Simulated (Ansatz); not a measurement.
In doubt: one-shot GW on d or f shells is unsure, so the values of those runs are not to be relied on.

Rows from a G0W0 calculation on Rb2CoAgF6 (Fm-3m) (Ansatz 0.2.0; G0W0 on PBE, plane waves, PAW; PAW set soft_1; 4×4×4 mesh, 143 empty bands, screening to 54 eV, PAW set soft_1 files), in eV. Spin-orbit coupling is left out.

```
row                        k  band   start       Σx  Σc at the solution      Vxc
  A  (0.000, -0.500, -0.500)    v3   5.565  -41.943               8.466  -32.842
  B  (0.000, -0.500, -0.500)    c1   6.539  -21.474              -6.110  -29.368
  C  (0.000, -0.500, -0.500)    c2   7.467  -25.403              -6.012  -32.933
  D  (0.000, -0.500, -0.500)    v1   5.603  -42.218               8.551  -33.024
  E  (0.000, -0.500, -0.500)    c3  10.404  -12.325              -4.825  -18.446
```

Question: Work out each quasiparticle level and how far it moved.

The quasiparticle equation reads E = start + Σx + Σc(E) − Vxc.

```
row  E (eV)  shift (eV)
  A   4.930      −0.635
  B   8.322      +1.784
  C   8.985      +1.518
  D   4.960      −0.643
  E  11.701      +1.296
```

Limits: not at the basis limit; no spin polarisation; d states lean on the start; no spin-orbit coupling.

[Paths, hosts, dates, memory and timing lines, banners, echoed tables and standing remarks are left out of the program output.]

[Logs are printed without paths, hosts, clocks, repeated set-up lines and the standing remarks that a program may print on its own settings, such as how far it seeks lower states.]

[Runs of the session that timed out or met a known fault of the program may be left out.]

[Cells called generated may have been cut or substituted from an entry of the Crystallography Open Database or the Materials Project.]

[Hosts, paths, dates, database ids (printed as entryN), source tags and the programs' standing remarks are cut or masked in the printed files.]
